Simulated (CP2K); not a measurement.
Two runs for the N K edge of 3-fluoropyrrole. Run A: CP2K XAS_TDP, all-electron GAPW, PBEh(45%), aug-cc-pVDZ, TDA, no relativity. Run B differs in one setting.

First lines with a strength over 0.0015. A:

| atom | energy (eV) | states | strength, one atom |
| --- | --- | --- | --- |
| N5 (bonded to 2 C and H) | 398.30 | 1 | 0.0341 |
|  | 399.15 | 1 | 0.0140 |
|  | 402.18 | 1 | 0.0126 |
|  | 402.84 | 1 | 0.0086 |
|  | 403.22 | 1 | 0.0176 |

B:

| atom | energy (eV) | states | strength, one atom |
| --- | --- | --- | --- |
| N5 (bonded to 2 C and H) | 403.14 | 1 | 0.0337 |
|  | 403.99 | 1 | 0.0138 |
|  | 407.02 | 1 | 0.0125 |
|  | 407.68 | 1 | 0.0085 |
|  | 408.06 | 1 | 0.0174 |

Q: Which was it: the basis, scalar relativity switched on, the functional, GW2X switched on?

GW2X switched on. GW2X shifts an atom's lines together and keeps their spacings. Against PBEh(45%) in aug-cc-pVDZ, the leading line moves by +4.84 eV, to 403.14 eV.

[Hosts, paths, dates, database ids (printed as entryN), source tags and the programs' standing remarks are cut or masked in the printed files.]
